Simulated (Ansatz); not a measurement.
# What SbAs (model cell, started as rocksalt type) distorts into, part 2 of 2

Aim: this structure of SbAs (model cell, started as rocksalt type) is to be tested for unstable modes, and one is followed downhill.

Ansatz 0.2.0; DFT PBEsol, scalar-relativistic, plane waves, PAW.

So far, highest frequency on the path or at a solved wavevector (cm⁻¹): step 2 (response at finite wavevector) 184. Also lowest frequency on the path (cm⁻¹): step 2 -143.

The structure was built from a prototype and need not be the compound's stable phase.

**6. Relaxation from the frozen mode**

Starting from the lowest point found, all atoms and the cell are let go, so that strain and other modes of the same symmetry can join in.

Input file input.yaml:

```yaml
crystal:
  lattice:
    - [0.0, 2.8813061903, 2.8813061903]
    - [2.8813061903, 0.0, 2.8813061903]
    - [2.8813061903, 2.8813061903, 0.0]
  atoms:
    - { symbol: Sb, position: [0.0258923596, -0.0086307865, -0.0086307865] }
    - { symbol: As, position: [0.4579206275, 0.5140264575, 0.5140264575] }
kpoints:
  mp_grid: { grid: [12, 12, 12] }
hamiltonian:
  xc: pbesol
scf:
  occupations: { method: methfessel_paxton, width: 0.2 }
output:
  forces: true
  stress: true
  eigenvalues: true
relax:
  adjacent_minimum: "off"
  f_tol: 0.002
  max_steps: 120
  cell: { stress_tol: 0.03 }
```

Started as:

```bash
$ ansatz run input.yaml --threads 4 --pin off --max-ram 7168MiB --backend cpu --events-out ev --progress --plain --runs-dir out
```

Numbers of over 12 decimals in the logs are rounded to 6 here.

What it wrote:

```text
[...]
Crystal: 2 atoms, lattice volume = 47.841 Å³
Basis set: ecut = 420 eV, 941 PW (Γ), exchange–correlation on 60×60×60 points (8 copies of the dense FFT grid, shifted against one another)
Bands: 19, of which v1, the nominal top of the filled ones, is band 15 counted from 1 (14 counted from 0)
Symmetry: 6 space group operations
[...]
k-points: 189 of 1728 (time reversal used)
[...]
SCF iter   1: F=—  HF=-11221.103012 eV  |F-HF|=—  |Δ(HF+E_count)|=         —  Δρ=3.42e-3  dr2=8.37e-3  ethr=1.77e-3  ⟨swp⟩=5.2  Hψ=16745  notcnv=0
[...]
SCF iter   6: F=-11221.099325 eV  HF=-11221.099325 eV  |F-HF|=6.32e-8  |Δ(HF+E_count)|=   2.05e-7  S|Δr|=    0.00e0  Δρ=1.43e-5  dr2=3.71e-8  ethr=3.33e-10  ⟨swp⟩=6.4  Hψ=16915  notcnv=0
SCF 1 converged in 6 iterations: F = -11221.099325 eV  dr2 = 3.71e-8
[...]
relax step   1: F+E_penalty+E_count = -11221.09932533 eV  Δ(F+E_penalty+E_count) = +0.000e0 eV  max|allowed force component| = 9.461e-2 eV/Å  Δτ_max = 0.0000 Å  P = +1.544 GPa  Ω = 47.841 Å³  (6 SCF iters, dr2 threshold 1.00e-7 eV, accepted)
Crystal: 2 atoms, lattice volume = 50.687 Å³
Basis set: ecut = 420 eV, 965 PW (Γ), exchange–correlation on 60×60×60 points (8 copies of the dense FFT grid, shifted against one another)
[...]
SCF iter   6: F=-11221.122806 eV  HF=-11221.122806 eV  |F-HF|=2.35e-8  |Δ(HF+E_count)|=   3.82e-7  S|Δr|=    0.00e0  Δρ=1.59e-5  dr2=1.84e-7  ethr=6.67e-10  ⟨swp⟩=3.8  Hψ=14522  notcnv=0
SCF 2 converged in 6 iterations: F = -11221.122806 eV  dr2 = 1.84e-7
relax step   2: F+E_penalty+E_count = -11221.12280565 eV  Δ(F+E_penalty+E_count) = -2.348e-2 eV  max|allowed force component| = 3.896e-2 eV/Å  Δτ_max = 0.0458 Å  P = -1.177 GPa  Ω = 50.687 Å³  energy of the carried Pulay correction = -5.928e-4 eV  (6 SCF iters, dr2 threshold 2.00e-7 eV, accepted)
Crystal: 2 atoms, lattice volume = 50.093 Å³
[...]
SCF iter   4: F=-11221.127872 eV  HF=-11221.127872 eV  |F-HF|=4.73e-9  |Δ(HF+E_count)|=   6.79e-8  S|Δr|=    0.00e0  Δρ=1.38e-5  dr2=4.34e-8  ethr=6.67e-10  ⟨swp⟩=6.7  Hψ=19251  notcnv=0
SCF 3 converged in 4 iterations: F = -11221.127872 eV  dr2 = 4.34e-8
relax step   3: F+E_penalty+E_count = -11221.12787206 eV  Δ(F+E_penalty+E_count) = -5.066e-3 eV  max|allowed force component| = 1.352e-2 eV/Å  Δτ_max = 0.0026 Å  P = -0.143 GPa  Ω = 50.093 Å³  energy of the carried Pulay correction = -4.720e-4 eV  (4 SCF iters, dr2 threshold 2.00e-7 eV, accepted)
[...]
relax step   4: F+E_penalty+E_count = -11221.12795279 eV  Δ(F+E_penalty+E_count) = -8.073e-5 eV  max|allowed force component| = 2.552e-3 eV/Å  Δτ_max = 0.0019 Å  P = +0.003 GPa  Ω = 50.032 Å³  energy of the carried Pulay correction = -4.595e-4 eV  (4 SCF iters, dr2 threshold 7.76e-8 eV, accepted)
[...]
relax step   5: F+E_penalty+E_count = -11221.12795802 eV  Δ(F+E_penalty+E_count) = -5.232e-6 eV  max|allowed force component| = 2.843e-5 eV/Å  Δτ_max = 0.0006 Å  P = -0.001 GPa  Ω = 50.020 Å³  energy of the carried Pulay correction = -4.569e-4 eV  (4 SCF iters, dr2 threshold 4.07e-10 eV, accepted)
[...]
SCF iter   5: F=-11221.128448 eV  HF=-11221.128448 eV  |F-HF|=3.64e-12  |Δ(HF+E_count)|=  1.86e-10  S|Δr|=    0.00e0  Δρ=9.90e-8  dr2=5.85e-12  ethr=1.00e-12  ⟨swp⟩=6.1  Hψ=15158  notcnv=0
SCF 6 converged in 5 iterations: F = -11221.128448 eV  dr2 = 5.85e-12
relax step   6: F+E_penalty+E_count = -11221.12844755 eV  Δ(F+E_penalty+E_count) = -4.895e-4 eV  max|allowed force component| = 4.163e-5 eV/Å  Δτ_max = 0.0000 Å  P = +0.002 GPa  Ω = 50.020 Å³  stress off target by 7.28e-3 GPa  SCF on the basis re-selected at this cell (its energy is not comparable with the rows above)  (5 SCF iters)
basis re-selected at this cell: Δ(F+E_penalty+E_count) = -4.895e-4 eV, ΔP = +0.002 GPa vs the last step (what re-selecting the basis moved, of the pressure what is left beyond the Pulay correction that the steps carried, after the strain that the cell walked since its last selection, with what the two solves' SCF thresholds leave and, on support functions, any second-order correction that the steps lacked; it is no m [...]
SCF converged after 5 iterations
[...]
Free energy (F): -11221.128448 eV
[...]
Internal energy: -11221.129758 eV  (E = F + TS)
E sigma→0 (E₀):  -11221.128775 eV
Entropy (-TS):   0.001310 eV (0.655 meV/atom)
Fermi energy:    10.614650 eV
[...]
--- Forces (eV/Å), atoms counted from 1 ---
  atom   1  Sb    -0.00004159     0.00004159     0.00004159
  atom   2  As     0.00004166    -0.00004166    -0.00004166
  max |Σ_I F_I| component: 6.79e-8 eV/Å
--- Stress (GPa, compression-positive) ---
        0.001564      -0.002857      -0.002857
       -0.002857       0.001564       0.002857
       -0.002857       0.002857       0.001564
  P = ⅓ Tr σ = 0.0016 GPa (0.016 kbar)
--- Band table (eV; the first three rows and the last of 189) ---
  k-point 0: bands = [... 11 lower, 5.4892, 8.5167, 8.7150, 8.7150, 13.0929, 13.8052, 13.8052, 16.3368]
  k-point 1: bands = [... 11 lower, 5.1140, 8.5402, 8.6946, 8.8656, 13.0392, 13.5592, 13.5878, 15.9488]
  k-point 2: bands = [... 11 lower, 4.2299, 8.5369, 8.6469, 9.1995, 12.7184, 12.9830, 13.0274, 15.7169]
  k-point 188: bands = [... 11 lower, 0.9987, 9.1656, 9.1656, 10.0067, 10.9107, 10.9107, 11.9161, 18.3953]
--- Relaxed structure (5 steps of the walk, 5 accepted, 1 SCFs on fresh bases) ---
  F+E_penalty+E_count = -11221.12844755 eV   max|allowed force component| = 4.163e-5 eV/Å   (the final SCF, on the basis selected at the relaxed cell)
  cell:  # Å, volume = 50.0195 Å³
    - [-0.111683, 2.981292, 2.981292]
    - [2.869609, -6.938893903907228e-18, 2.869609]
    - [2.869609, 2.869609, 0.0]
  atoms:
    - { symbol: Sb, position: [0.040883, -0.013628, -0.013628] }
    - { symbol: As, position: [0.442930, 0.519023, 0.519023] }
```

Wall time 20 s (4 threads of Arm Neoverse V2, shared host); peak memory 0.53 GiB.

The steps of the relaxation:

```tsv
step	energy less that of the first step (eV)	largest force component (eV/Å)	pressure (GPa)	volume (Å³)
1	0.0000	0.0946	1.54	47.84
2	-0.0235	0.0390	-1.18	50.69
3	-0.0285	0.0135	-0.14	50.09
4	-0.0286	0.0026	0.00	50.03
5	-0.0286	0.0000	0.00	50.02
6*	-0.0291	0.0000	0.00	50.02
```

Relaxation steps marked * repeat the geometry before them on a plane-wave basis chosen anew for their cell, so energy and pressure can jump there.

Forces are held to the 6 operations that the run works with; a distortion that breaks them can't arise in this run.

```tsv
conventional cell, symmetrised	before	after	change
a (Å)	4.075	4.058	-0.4 %
b (Å)	4.075	4.058	-0.4 %
c (Å)	9.981	10.521	+5.4 %
volume (Å³/atom)	23.92	25.01	+4.6 %
```

The atoms that moved most (Å, as changes of fractional coordinates times the final cell):

```tsv
atom	dx	dy	dz	length
Sb1	-0.030	0.030	0.030	0.053
As2	0.030	-0.030	-0.030	0.053
```

Final coordinates:

```
Sb As
1.0
    -0.11168    2.98129    2.98129
     2.86961    0.00000    2.86961
     2.86961    2.86961    0.00000
Sb As
1 1
Direct
  0.04088 0.98637 0.98637
  0.44293 0.51902 0.51902
```

Numbers from this step:

| Quantity | Value |
| --- | --- |
| pressure | 0.001564 GPa |
| volume per atom | 25.01 Å³ |

The distorted start has space group R3m; the relaxation ends in R3m.

**7. The new phase in its own primitive cell**

The relaxed structure is symmetrised, reduced to its primitive cell and relaxed tightly, as its phonons need.

input.yaml, the sections that differ from step 6:

```yaml
crystal:
  lattice:
    - [2.0291203246, 1.1715131656, 3.5069800204]
    - [-2.0291203246, 1.1715131656, 3.5069800204]
    - [0.0, -2.3430263313, 3.5069800204]
  atoms:
    - { symbol: Sb, position: [0.9863724574, 0.9863724574, 0.9863724574] }
    - { symbol: As, position: [0.5190232135, 0.5190232135, 0.5190232135] }
relax:
  adjacent_minimum: "off"
  f_tol: 0.001
  max_steps: 60
  cell: { stress_tol: 0.01 }
# kpoints, hamiltonian, scf, output: as in step 6
```

What it wrote:

```text
[...]
Crystal: 2 atoms, lattice volume = 50.020 Å³
Basis set: ecut = 420 eV, 965 PW (Γ), exchange–correlation on 60×60×60 points (8 copies of the dense FFT grid, shifted against one another)
Bands: 19, of which v1, the nominal top of the filled ones, is band 15 counted from 1 (14 counted from 0)
Symmetry: 6 space group operations
[...]
k-points: 189 of 1728 (time reversal used)
[...]
k-point 188: bands = [... 11 lower, 0.9987, 9.1656, 9.1656, 10.0067, 10.9107, 10.9107, 11.9161, 18.3953]
--- Relaxed structure (1 steps of the walk, 1 accepted, 1 SCFs on fresh bases) ---
[...]
cell:  # Å, volume = 50.0195 Å³
    - [2.029120, 1.171513, 3.506980]
    - [-2.029120, 1.171513, 3.506980]
    - [0.0, -2.343026, 3.506980]
  atoms:
    - { symbol: Sb, position: [0.986372, 0.986372, 0.9863724574] }
    - { symbol: As, position: [0.519023, 0.519023, 0.519023] }
[key lines of the parts left out:]
SCF converged after 6 iterations
Free energy (F): -11221.128448 eV
Fermi energy:    10.614650 eV
P = ⅓ Tr σ = 0.0016 GPa (0.016 kbar)
```

Wall time 7.8 s (4 threads); peak memory 0.53 GiB.

Little changed from the start: no atom moved by 0.005 Å and no cell edge by 0.1 %.

The largest force component left is 0.072 meV/Å and the pressure is 0.002 GPa, within the tolerances set. The cell now holds 25.01 Å³/atom.

**8. Modes of the new phase**

A relaxed structure may still be a saddle point, so its zone-centre modes are computed. No field response is asked, since the mesh shows no gap.

Edit input.yaml of step 7 so:

```diff
@@ -15,9 +15,4 @@
 output:
-  forces: true
-  stress: true
   eigenvalues: true
-relax:
-  adjacent_minimum: "off"
-  f_tol: 0.001
-  max_steps: 60
-  cell: { stress_tol: 0.01 }
+phonons:
+  method: dfpt
```

What it wrote:

```text
[...]
Crystal: 2 atoms, lattice volume = 50.020 Å³
Basis set: ecut = 420 eV, 965 PW (Γ), exchange–correlation on 60×60×60 points (8 copies of the dense FFT grid, shifted against one another)
Bands: 19, of which v1, the nominal top of the filled ones, is band 15 counted from 1 (14 counted from 0)
Symmetry: 6 space group operations
k-points: 476 of 1728 (irreducible under 2 space group operations, time reversal used)
[...]
SCF iter   1: F=—  HF=-11221.132307 eV  |F-HF|=—  |Δ(HF+E_count)|=         —  Δρ=3.33e-3  dr2=9.11e-3  ethr=1.77e-3  ⟨swp⟩=5.2  Hψ=42985  notcnv=0
[...]
SCF iter   9: F=-11221.128448 eV  HF=-11221.128448 eV  |F-HF|=1.82e-12  |Δ(HF+E_count)|=    0.00e0  S|Δr|=    0.00e0  Δρ=5.43e-8  dr2=9.40e-13  ethr=1.00e-12  ⟨swp⟩=5.6  Hψ=35271  notcnv=0
SCF 1 converged in 9 iterations: F = -11221.128448 eV  dr2 = 9.40e-13
[...]
DFPT response loops at Γ: preconditioner auto → Kerker (q_TF=auto, 2.505 Å⁻¹) (partly filled bands, converged f_vac=0.000); β = 1.00, the filter's whole step (`scf.mixing.beta` (0.50) is not read by the response loops under this deck's `scf.mixing.preconditioner`; to damp them name `kerker` or `kerker_dos`, under which they read `scf.mixing.beta`, and type it under 1.00, their step now; both keys bind the ground state too); Broyden in place of MSR1
SCF converged after 9 iterations
[...]
Free energy (F): -11221.128448 eV
[...]
Internal energy: -11221.129758 eV  (E = F + TS)
E sigma→0 (E₀):  -11221.128775 eV
Entropy (-TS):   0.001310 eV (0.655 meV/atom)
Fermi energy:    10.614650 eV
[...]
--- Band table (eV; the first three rows and the last of 476) ---
  k-point 0: bands = [... 11 lower, 5.4892, 8.5167, 8.7150, 8.7150, 13.0929, 13.8052, 13.8052, 16.3368]
  k-point 1: bands = [... 11 lower, 5.1140, 8.5402, 8.6946, 8.8656, 13.0392, 13.5592, 13.5878, 15.9488]
  k-point 2: bands = [... 11 lower, 4.2299, 8.5369, 8.6469, 9.1995, 12.7184, 12.9830, 13.0274, 15.7169]
  k-point 475: bands = [... 11 lower, 0.9987, 9.1656, 9.1656, 10.0067, 10.9107, 10.9107, 11.9161, 18.3953]
--- Phonons (Γ-DFPT): 4 representative perturbations + reference, on 476 of 1728 k-points (Σ response iterations 12) ---
  k mesh reduced under 2 symmetry operations, with k and −k counted as one. Each operation leaves every solved perturbation unchanged. A smaller set is not used because it would not reduce the number of displacements times k-points to solve
  ASR residual: 3.506e-5 → 0.000e0 eV/Å²; symmetrization residual: 2.671e-5 eV/Å²
  ASR residual per site (eV/Å²): 3.51e-5 2.90e-5
  Γ frequencies (cm⁻¹): 0.00 0.00 0.00 122.03 122.03 174.32
  non-analytic LO–TO correction: not included (Born effective charges unavailable; polar crystals: no LO–TO splitting at Γ)
```

Run time: 46 s. Hardware: 4 threads; peak memory 1.6 GiB; 2.9 min of CPU time.

Numbers from this step:

```yaml
sum_rule_residual_before_enforcement: 3.51e-5 eV/Å²
point_group: 3m
highest_optical_mode_at_the_zone_centre_no_lo_to_term: 174.3 cm⁻¹
lowest_optical_zone_centre_mode: 122.0 cm⁻¹
```

Patterns of degenerate modes are one choice out of their space. The modes at Γ (shares of kinetic energy by element, %):

```tsv
mode	frequency (cm⁻¹)	symmetry	Sb %	As %
1	0.0	acoustic	62	38
2	0.0	acoustic	62	38
3	0.0	acoustic	62	38
4	122.0	E	38	62
5	122.0	E	38	62
6	174.3	A1	38	62
```

Displacements in mode 4 (122.0 cm⁻¹), the largest set to 1:
```
Sb1 -0.62  0.00  0.00
As2  1.00  0.00  0.00
```

Displacements in mode 6 (174.3 cm⁻¹), the largest set to 1:
```
Sb1  0.00  0.00 -0.62
As2  0.00  0.00  1.00
```

Before it was imposed, the acoustic sum rule was missed by 3.5e-5 eV/Å². Small misses are needed for a sound result but don't prove that mesh and cutoff are converged. The lowest optical mode is real, 122 cm⁻¹.

**9. Results**

```
unstable mode of the parent                                                      : q = (0, 0, 0), 143i cm⁻¹
depth at the lowest point sampled                                                : 26.8 meV/atom
largest atomic shift at that point                                               : 0.14 Å
space group reached (within 0.01 Å)                                              : R3m
energy gained over the parent (first relaxation, on the mesh of the frozen mode) : 41.2 meV/atom
volume per atom, phase reached                                                   : 25.0 Å³
lowest optical zone-centre mode, phase reached                                   : 122 cm⁻¹
highest optical mode at the zone centre (no LO-TO term), phase reached           : 174 cm⁻¹
```

**Reading.** Along this mode the structure falls into R3m, 41.2 meV/atom below the parent. At the parent's cell the well is 26.75 meV/atom deep on the steps tried, with its lowest point at a shift of 0.14 Å. Relaxing atoms and cell changes the gain by +14.45 meV/atom against the lowest step (energies at zero smearing). The new phase has no imaginary mode at the zone centre of its cell; other wavevectors were not checked. Of the 3 patterns followed to their end from this parent, this one reaches the lowest energy. Each path keeps the symmetry of its pattern, so a lower phase may lie along a pattern not tried. With no gap, or one that is small against the smearing, the frequencies hang on the k mesh and the smearing, most of all near Kohn anomalies. A semilocal functional can close a gap that the real compound would have, so the metallic treatment may be an artefact of the level. Spin-orbit coupling is left out, which can matter for the heavy elements here. A phonon run warned that its eigensolver left some bands unconverged in a pass. The starting cell was built on a prototype and not taken from a measurement, so the phase need not exist.

[Logs are printed without paths, hosts, clocks, repeated set-up lines and the standing remarks that a program may print on its own settings, such as how far it seeks lower states.]

[Hosts, paths, dates, database ids (printed as entryN), source tags and the programs' standing remarks are cut or masked in the printed files.]
